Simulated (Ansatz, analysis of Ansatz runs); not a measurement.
**Migration in Li5NbO5 (C2/m): V_O hop (2.8 Å), charge +2**

Wanted: path and barrier of a jump of O in Li5NbO5 (C2/m) at charge +2. The case: V_O hop (2.8 Å), in a cell of 88 host atoms with 1 O taken out.

Program: Ansatz 0.2.0. Level of theory: plane-wave PAW DFT, PBEsol; nudged elastic band between two relaxed defect structures at fixed charge in a uniform background. Results are calculated unless marked as measured.

## 1. The starting structure

The cell holds 87 atoms: 40 Li, 8 Nb and 39 O. Its edges and angles: a = 10.448 Å, b = 10.448 Å, c = 11.553 Å, α = 107.3°, β = 107.3°, γ = 45.1°. It derives from Li5NbO5 (space group C2/m). Nearest the centre at fractional (0.586, 0.336, 0.420): Nb82 at 1.41 Å, O8 at 1.41 Å, Li49 at 1.70 Å, O76 at 2.42 Å, O18 at 2.44 Å, Li2 at 2.48 Å, Li59 at 2.51 Å, Li68 at 2.53 Å. The cell carries charge +2.

The cell's shortest repeat is 8.0 Å.

## 2. Relaxation of the start point, charge +2

A barrier is counted from a minimum, so both ends are relaxed first. Small random displacements break the symmetry of the ideal sites, so that the defect can distort if it gains by it. The charge of +2 is set by the electron count, and a uniform background keeps the cell neutral.

qp2.start/input.yaml

```yaml
crystal:
  lattice:
    - [9.64854378, -4.00795932, 0.00669279]
    - [9.64854378, 4.00795932, 0.00669279]
    - [-3.7205883, 0.0, 10.93780668]
  atoms:
    - { symbol: Li, position: [0.35558637, 0.35558637, 0.17163026] }
    - { symbol: Li, position: [0.3452938, 0.3452938, 0.43105463] }
    - { symbol: Li, position: [0.0, 0.0, 0.25] }
    - { symbol: Li, position: [0.1547062, 0.1547062, 0.06894537] }
    - { symbol: Li, position: [0.14441363, 0.14441363, 0.32836974] }
    - { symbol: Nb, position: [0.0, 0.0, 0.0] }
    - { symbol: O, position: [0.42680537, 0.42680537, 0.08691874] }
    - { symbol: O, position: [0.42117347, 0.42117347, 0.34089219] }
    - { symbol: O, position: [0.25, 0.25, 0.0] }
    - { symbol: O, position: [0.07882653, 0.07882653, 0.15910781] }
    - { symbol: O, position: [0.07319463, 0.07319463, 0.41308126] }
    - { symbol: Li, position: [0.35558637, 0.35558637, 0.67163026] }
    - { symbol: Li, position: [0.3452938, 0.3452938, 0.93105463] }
    - { symbol: Li, position: [0.0, 0.0, 0.75] }
    - { symbol: Li, position: [0.1547062, 0.1547062, 0.56894537] }
    - { symbol: Li, position: [0.14441363, 0.14441363, 0.82836974] }
    - { symbol: Nb, position: [0.0, 0.0, 0.5] }
    - { symbol: O, position: [0.42680537, 0.42680537, 0.58691874] }
    - { symbol: O, position: [0.42117347, 0.42117347, 0.84089219] }
    - { symbol: O, position: [0.25, 0.25, 0.5] }
    - { symbol: O, position: [0.07882653, 0.07882653, 0.65910781] }
    - { symbol: O, position: [0.07319463, 0.07319463, 0.91308126] }
    - { symbol: Li, position: [0.35558637, 0.85558637, 0.17163026] }
    - { symbol: Li, position: [0.3452938, 0.8452938, 0.43105463] }
    - { symbol: Li, position: [0.0, 0.5, 0.25] }
    - { symbol: Li, position: [0.1547062, 0.6547062, 0.06894537] }
    - { symbol: Li, position: [0.14441363, 0.64441363, 0.32836974] }
    - { symbol: Nb, position: [0.0, 0.5, 0.0] }
    - { symbol: O, position: [0.42680537, 0.92680537, 0.08691874] }
    - { symbol: O, position: [0.42117347, 0.92117347, 0.34089219] }
    - { symbol: O, position: [0.25, 0.75, 0.0] }
    - { symbol: O, position: [0.07882653, 0.57882653, 0.15910781] }
    - { symbol: O, position: [0.07319463, 0.57319463, 0.41308126] }
    - { symbol: Li, position: [0.35558637, 0.85558637, 0.67163026] }
    - { symbol: Li, position: [0.3452938, 0.8452938, 0.93105463] }
    - { symbol: Li, position: [0.0, 0.5, 0.75] }
    - { symbol: Li, position: [0.1547062, 0.6547062, 0.56894537] }
    - { symbol: Li, position: [0.14441363, 0.64441363, 0.82836974] }
    - { symbol: Nb, position: [0.0, 0.5, 0.5] }
    - { symbol: O, position: [0.42680537, 0.92680537, 0.58691874] }
    - { symbol: O, position: [0.42117347, 0.92117347, 0.84089219] }
    - { symbol: O, position: [0.25, 0.75, 0.5] }
    - { symbol: O, position: [0.07882653, 0.57882653, 0.65910781] }
    - { symbol: O, position: [0.07319463, 0.57319463, 0.91308126] }
    - { symbol: Li, position: [0.85558637, 0.35558637, 0.17163026] }
    - { symbol: Li, position: [0.8452938, 0.3452938, 0.43105463] }
    - { symbol: Li, position: [0.5, 0.0, 0.25] }
    - { symbol: Li, position: [0.6547062, 0.1547062, 0.06894537] }
    - { symbol: Li, position: [0.64441363, 0.14441363, 0.32836974] }
    - { symbol: Nb, position: [0.5, 0.0, 0.0] }
    - { symbol: O, position: [0.92680537, 0.42680537, 0.08691874] }
    - { symbol: O, position: [0.92117347, 0.42117347, 0.34089219] }
    - { symbol: O, position: [0.75, 0.25, 0.0] }
    - { symbol: O, position: [0.57882653, 0.07882653, 0.15910781] }
    - { symbol: O, position: [0.57319463, 0.07319463, 0.41308126] }
    - { symbol: Li, position: [0.85558637, 0.35558637, 0.67163026] }
    - { symbol: Li, position: [0.8452938, 0.3452938, 0.93105463] }
    - { symbol: Li, position: [0.5, 0.0, 0.75] }
    - { symbol: Li, position: [0.6547062, 0.1547062, 0.56894537] }
    - { symbol: Li, position: [0.64441363, 0.14441363, 0.82836974] }
    - { symbol: Nb, position: [0.5, 0.0, 0.5] }
    - { symbol: O, position: [0.92680537, 0.42680537, 0.58691874] }
    - { symbol: O, position: [0.92117347, 0.42117347, 0.84089219] }
    - { symbol: O, position: [0.57882653, 0.07882653, 0.65910781] }
    - { symbol: O, position: [0.57319463, 0.07319463, 0.91308126] }
    - { symbol: Li, position: [0.85558637, 0.85558637, 0.17163026] }
    - { symbol: Li, position: [0.8452938, 0.8452938, 0.43105463] }
    - { symbol: Li, position: [0.5, 0.5, 0.25] }
    - { symbol: Li, position: [0.6547062, 0.6547062, 0.06894537] }
    - { symbol: Li, position: [0.64441363, 0.64441363, 0.32836974] }
    - { symbol: Nb, position: [0.5, 0.5, 0.0] }
    - { symbol: O, position: [0.92680537, 0.92680537, 0.08691874] }
    - { symbol: O, position: [0.92117347, 0.92117347, 0.34089219] }
    - { symbol: O, position: [0.75, 0.75, 0.0] }
    - { symbol: O, position: [0.57882653, 0.57882653, 0.15910781] }
    - { symbol: O, position: [0.57319463, 0.57319463, 0.41308126] }
    - { symbol: Li, position: [0.85558637, 0.85558637, 0.67163026] }
    - { symbol: Li, position: [0.8452938, 0.8452938, 0.93105463] }
    - { symbol: Li, position: [0.5, 0.5, 0.75] }
    - { symbol: Li, position: [0.6547062, 0.6547062, 0.56894537] }
    - { symbol: Li, position: [0.64441363, 0.64441363, 0.82836974] }
    - { symbol: Nb, position: [0.5, 0.5, 0.5] }
    - { symbol: O, position: [0.92680537, 0.92680537, 0.58691874] }
    - { symbol: O, position: [0.92117347, 0.92117347, 0.84089219] }
    - { symbol: O, position: [0.75, 0.75, 0.5] }
    - { symbol: O, position: [0.57882653, 0.57882653, 0.65910781] }
    - { symbol: O, position: [0.57319463, 0.57319463, 0.91308126] }
total_charge: 2
basis:
  ecutwfc: 420
  xc_grid: 2
hamiltonian:
  xc: pbesol
kpoints:
  mp_grid: { grid: [1, 1, 1], shift: [0.25, 0.25, 0.25] }
scf:
  occupations: { method: fixed }
  max_iter: 150
output:
  forces: true
relax:
  f_tol: 0.02
  max_steps: 70
  random_displacement: { amplitude: 0.03, seed: 4838 }
```

Run with:

```
ansatz run input.yaml --threads 32 --pin off --max-ram 84787MiB --backend cuda --events-out ev --progress --plain --runs-dir out --max-vram 78GiB
```

Numbers of over 12 decimals in the logs are rounded to 6 here.

The log of the run:

```text
[... repeated set-up lines and file paths are left out, and long positions are rounded to six places ...]
The last accepted step is kept in <dir> (removed where the run ends without a failure and the disk answers)
Engine: ansatz 0.2.0, aarch64-unknown-linux-gnu
Pseudopotentials: kind: paw
Pseudopotential: Li, paw, valence charge 3, recommended cutoff 420 eV (normal), Li.paw.azcp
Pseudopotential: Nb, paw, valence charge 13, recommended cutoff 420 eV (normal), Nb.paw.azcp
Pseudopotential: O, paw, valence charge 6, recommended cutoff 420 eV (normal), O.paw.azcp
Functional definition: PBEsol
  exchange = pbesol_x
  correlation = pbesol_c
[...]
Crystal: 87 atoms, lattice volume = 846.151 Å³
Basis set: ecut = 420 eV, 16581 PW (Γ), exchange–correlation on 144×144×160 points (8 copies of the dense FFT grid, shifted against one another)
Bands: 315, of which v1, the nominal top of the filled ones, is band 228 counted from 1 (227 counted from 0)
Symmetry: 1 space group operations
k-points: 1
Non-local potential: Li, projectors of the file, l = 0: 3, l = 1: 2, l = 2: 1
Non-local potential: Nb, projectors of the file, l = 0: 3, l = 1: 2, l = 2: 2, l = 3: 1
Non-local potential: O, projectors of the file, l = 0: 2, l = 1: 2, l = 2: 1
PAW form: soft (Blöchl's): semilocal exchange-correlation on the pseudo side does not see the compensation charge
PAW frozen core: Nb, regenerated for the run's functional, and the local potential with it (the file was generated under x = pbe(κ = 0.804, μ = 0.219515), c = pbe(β = 0.066725))
PAW frozen core: O, regenerated for the run's functional, and the local potential with it (the file was generated under x = pbe(κ = 0.804, μ = 0.219515), c = pbe(β = 0.066725))
PAW one-centre angular grid: Li, 110 points (default); XC on 64 Gauss nodes
PAW one-centre angular grid: Nb, 590 points (default); XC on 64 Gauss nodes
PAW one-centre angular grid: O, 110 points (default); XC on 64 Gauss nodes
Initial density: superposition of atomic densities (neutral atoms scaled as one to the charged cell's electrons: chi_scale 0, normalization atom), corrected by the library's trained network
Initial wavefunctions: pseudopotential atomic-orbital guess
[...]
Functional: x = pbesol(κ = 0.804, μ = 0.123457), c = pbesol(β = 0.046)
SCF iter   1: F=—  HF=-66067.046461 eV  |F-HF|=—  |Δ(HF+E_count)|=         —  Δρ=1.29e-2  dr2=5.56e0  ethr=1.77e-3  ⟨swp⟩=5.0  Hψ=900  notcnv=0  defer=84
preconditioner: auto → Resta (q_TF=auto, 2.461 Å⁻¹)  ε∞=4.0  [insulator: Δε(μ)=1.204 eV  Ē_g=12.966 eV  n_scr=206 (ndim 8)  ℏωp=22.5 eV  f_vac=0.081  ε∞_Penn≈4.0]
SCF iter   2: F=—  HF=-66065.857565 eV  |F-HF|=—  |Δ(HF+E_count)|=    1.19e0  Δρ=7.29e-3  dr2=1.41e0  ethr=1.22e-3  ⟨swp⟩=2.0  Hψ=328  notcnv=0  defer=84
SCF iter   3: F=—  HF=-66066.363668 eV  |F-HF|=—  |Δ(HF+E_count)|=   5.06e-1  Δρ=2.46e-2  dr2=1.34e1  ethr=3.10e-4  ⟨swp⟩=3.0  Hψ=415  notcnv=0  defer=66  recentre
automatic band count: iteration 3 solves 296 bands in place of 315: the levels show a gap, and the empty bands left out lie too high to hold charge; the band table lists the bands solved (type scf.n_extra_bands for more)
[...]
automatic band count: iteration 6 solves 315 bands in place of 296: the levels no longer show a gap clear of their residuals, so the SCF keeps every band
[...]
SCF 1 converged in 25 iterations: F = -66065.575371 eV  dr2 = 1.73e-7
  greatest PAW one-centre occupation: 1.000 electrons in one spin orbital (limit 2), on the Li atom at site 37 (counted from 0), in its partial waves of l = 0
relax step   1: F+E_penalty+E_count = -66065.57537090 eV  Δ(F+E_penalty+E_count) = +0.000e0 eV  max|allowed force component| = 3.624e0 eV/Å  Δτ_max = 0.0000 Å  (25 SCF iters, dr2 threshold 1.00e-5 eV, accepted)
[... the SCF cycles and remarks between the steps are left out from here to the last step ...]
relax step   2: F+E_penalty+E_count = -66067.43788199 eV  Δ(F+E_penalty+E_count) = -1.863e0 eV  max|allowed force component| = 1.216e0 eV/Å  Δτ_max = 0.1797 Å  (7 SCF iters, dr2 threshold 1.00e-4 eV, accepted)
relax step   3: F+E_penalty+E_count = -66067.83871422 eV  Δ(F+E_penalty+E_count) = -4.008e-1 eV  max|allowed force component| = 2.734e0 eV/Å  Δτ_max = 0.1741 Å  (7 SCF iters, dr2 threshold 9.24e-5 eV, accepted)
relax step   4: F+E_penalty+E_count = -66068.36032312 eV  Δ(F+E_penalty+E_count) = -5.216e-1 eV  max|allowed force component| = 2.180e-1 eV/Å  Δτ_max = 0.0812 Å  (6 SCF iters, dr2 threshold 1.00e-4 eV, accepted)
relax step   5: F+E_penalty+E_count = -66068.28727102 eV  Δ(F+E_penalty+E_count) = +7.305e-2 eV  max|allowed force component| = 3.791e-1 eV/Å  Δτ_max = 0.1204 Å  (9 SCF iters, dr2 threshold 2.97e-6 eV, rejected (line search))
relax step   6: F+E_penalty+E_count = -66068.40589450 eV  Δ(F+E_penalty+E_count) = -4.557e-2 eV  max|allowed force component| = 7.671e-2 eV/Å  Δτ_max = 0.0602 Å  (9 SCF iters, accepted)
relax step   7: F+E_penalty+E_count = -66068.43677426 eV  Δ(F+E_penalty+E_count) = -3.088e-2 eV  max|allowed force component| = 1.843e-1 eV/Å  Δτ_max = 0.1000 Å  (10 SCF iters, accepted)
relax step   8: F+E_penalty+E_count = -66068.49273353 eV  Δ(F+E_penalty+E_count) = -5.596e-2 eV  max|allowed force component| = 1.386e-1 eV/Å  Δτ_max = 0.1500 Å  (8 SCF iters, dr2 threshold 4.20e-6 eV, accepted)
relax step   9: F+E_penalty+E_count = -66068.50340287 eV  Δ(F+E_penalty+E_count) = -1.067e-2 eV  max|allowed force component| = 8.996e-2 eV/Å  Δτ_max = 0.0813 Å  (7 SCF iters, dr2 threshold 1.09e-5 eV, accepted)
relax step  10: F+E_penalty+E_count = -66068.50624136 eV  Δ(F+E_penalty+E_count) = -2.838e-3 eV  max|allowed force component| = 5.008e-2 eV/Å  Δτ_max = 0.0404 Å  (7 SCF iters, dr2 threshold 3.41e-6 eV, accepted)
relax step  11: F+E_penalty+E_count = -66068.50678968 eV  Δ(F+E_penalty+E_count) = -5.483e-4 eV  max|allowed force component| = 3.964e-2 eV/Å  Δτ_max = 0.0163 Å  (6 SCF iters, dr2 threshold 7.77e-7 eV, accepted)
relax step  12: F+E_penalty+E_count = -66068.50700373 eV  Δ(F+E_penalty+E_count) = -2.141e-4 eV  max|allowed force component| = 3.677e-3 eV/Å  Δτ_max = 0.0071 Å  (6 SCF iters, dr2 threshold 4.87e-7 eV, accepted)
[...]
relax step  13: F+E_penalty+E_count = -66068.50700376 eV  Δ(F+E_penalty+E_count) = -3.091e-8 eV  max|allowed force component| = 3.666e-3 eV/Å  Δτ_max = 0.0000 Å  (2 SCF iters, accepted)
[...]
- { symbol: O, position: [0.252415, 0.756620, 0.002078] }
    - { symbol: O, position: [0.073911, 0.587765, 0.163156] }
    - { symbol: O, position: [0.075906, 0.581004, 0.416804] }
    - { symbol: Li, position: [0.384256, 0.837508, 0.677059] }
    - { symbol: Li, position: [0.337252, 0.845619, 0.929939] }
    - { symbol: Li, position: [0.008501, 0.505075, 0.752214] }
    - { symbol: Li, position: [0.136882, 0.667493, 0.575101] }
    - { symbol: Li, position: [0.145361, 0.647904, 0.831315] }
    - { symbol: Nb, position: [0.019952, 0.487460, 0.500240] }
    - { symbol: O, position: [0.420553, 0.924195, 0.582954] }
    - { symbol: O, position: [0.411848, 0.925709, 0.837273] }
    - { symbol: O, position: [0.251530, 0.749180, 0.499648] }
    - { symbol: O, position: [0.088132, 0.579558, 0.660316] }
    - { symbol: O, position: [0.073480, 0.576370, 0.914854] }
    - { symbol: Li, position: [0.854218, 0.355070, 0.166400] }
    - { symbol: Li, position: [0.870382, 0.341663, 0.426151] }
    - { symbol: Li, position: [0.497569, -0.005872, 0.244886] }
    - { symbol: Li, position: [0.647571, 0.153492, 0.068595] }
    - { symbol: Li, position: [0.619305, 0.147933, 0.316858] }
    - { symbol: Nb, position: [0.482318, 0.011524, -0.003086] }
    - { symbol: O, position: [0.926813, 0.429681, 0.087045] }
    - { symbol: O, position: [0.931576, 0.421259, 0.341351] }
    - { symbol: O, position: [0.755385, 0.259837, 0.003966] }
    - { symbol: O, position: [0.572574, 0.077265, 0.157451] }
    - { symbol: O, position: [0.573352, 0.064423, 0.411113] }
    - { symbol: Li, position: [0.853179, 0.380730, 0.681653] }
    - { symbol: Li, position: [0.841662, 0.347215, 0.934526] }
    - { symbol: Li, position: [0.498907, 0.001753, 0.749271] }
    - { symbol: Li, position: [0.659156, 0.130543, 0.574919] }
    - { symbol: Li, position: [0.640170, 0.141548, 0.827749] }
    - { symbol: Nb, position: [0.513226, -0.019107, 0.498492] }
    - { symbol: O, position: [0.936320, 0.427236, 0.588209] }
    - { symbol: O, position: [0.921222, 0.426642, 0.843305] }
    - { symbol: O, position: [0.580042, 0.069857, 0.659911] }
    - { symbol: O, position: [0.568665, 0.073227, 0.911481] }
    - { symbol: Li, position: [0.841570, 0.860079, 0.161876] }
    - { symbol: Li, position: [0.840014, 0.849098, 0.429432] }
    - { symbol: Li, position: [0.520106, 0.479203, 0.244507] }
    - { symbol: Li, position: [0.649308, 0.655970, 0.070159] }
    - { symbol: Li, position: [0.652319, 0.633091, 0.323668] }
    - { symbol: Nb, position: [0.489240, 0.508389, -0.000488] }
    - { symbol: O, position: [0.921093, 0.932804, 0.088135] }
    - { symbol: O, position: [0.870657, 0.993650, 0.355022] }
    - { symbol: O, position: [0.749799, 0.759650, 0.002888] }
    - { symbol: O, position: [0.579234, 0.575498, 0.161597] }
    - { symbol: O, position: [0.614389, 0.521404, 0.415147] }
    - { symbol: Li, position: [0.855285, 0.849243, 0.674553] }
    - { symbol: Li, position: [0.839972, 0.847572, 0.931397] }
    - { symbol: Li, position: [0.520846, 0.479343, 0.755712] }
    - { symbol: Li, position: [0.670989, 0.643195, 0.565694] }
    - { symbol: Li, position: [0.645056, 0.646600, 0.835331] }
    - { symbol: Nb, position: [0.488095, 0.512866, 0.499832] }
    - { symbol: O, position: [0.923923, 0.930605, 0.584820] }
    - { symbol: O, position: [0.916555, 0.924720, 0.841478] }
    - { symbol: O, position: [0.757111, 0.746172, 0.507538] }
    - { symbol: O, position: [0.588407, 0.571568, 0.654512] }
    - { symbol: O, position: [0.572814, 0.573381, 0.912713] }
```

Wall time 8.7 s (1 × NVIDIA GB200 with 32 threads of Arm Neoverse V2, shared host); peak memory 1.3 GiB; 38 s of CPU time.

Step by step:

```
step  energy less that of the first step (eV)  largest force component (eV/Å)
   1                                   0.0000                          3.6242
   3                                  -2.2633                          2.7341
   5                                  -2.7119                          0.3791
   7                                  -2.8614                          0.1843
   9                                  -2.9280                          0.0900
  11                                  -2.9314                          0.0396
  13                                  -2.9316                          0.0037
```

Relaxation step 5 was tried and not accepted.

The atoms that moved most (Å, from the sites as typed, ahead of the random displacement, the mean shift of all atoms taken out):

| atom | dx | dy | dz | length |
| --- | --- | --- | --- | --- |
| O73 | 0.159 | 0.491 | 0.154 | 0.538 |
| O21 | -0.103 | 0.440 | -0.113 | 0.466 |
| O18 | 0.140 | -0.382 | -0.018 | 0.407 |
| O76 | -0.110 | -0.375 | 0.022 | 0.391 |
| Li46 | 0.225 | -0.117 | -0.054 | 0.259 |
| Li59 | -0.213 | -0.117 | 0.064 | 0.251 |
| Li56 | 0.182 | 0.108 | 0.109 | 0.238 |
| Li49 | -0.166 | 0.113 | -0.127 | 0.237 |

Neighbours of O8 at the end:

```csv
atom,distance (Å)
Nb82,1.942
Li49,1.951
Li27,1.966
Li2,2.072
Li1,2.148
Li68,2.188
O76,2.694
O18,2.718
```

Read from the output:

| Property | Result |
| --- | --- |
| free energy | -66068.5070 eV |
| r.m.s. move of the farther half of the atoms | 0.07637 Å |
| largest move from the ideal geometry of this structure, a common shift of the far atoms taken out | 0.5189 Å |

The relaxation gained 2.932 eV and ended with a largest force component of 0.0037 eV/Å.

(Part 1 of 3 ends here.)

[Logs are printed without paths, hosts, clocks, repeated set-up lines and the standing remarks that a program may print on its own settings, such as how far it seeks lower states.]

[Hosts, paths, dates, database ids (printed as entryN), source tags and the programs' standing remarks are cut or masked in the printed files.]
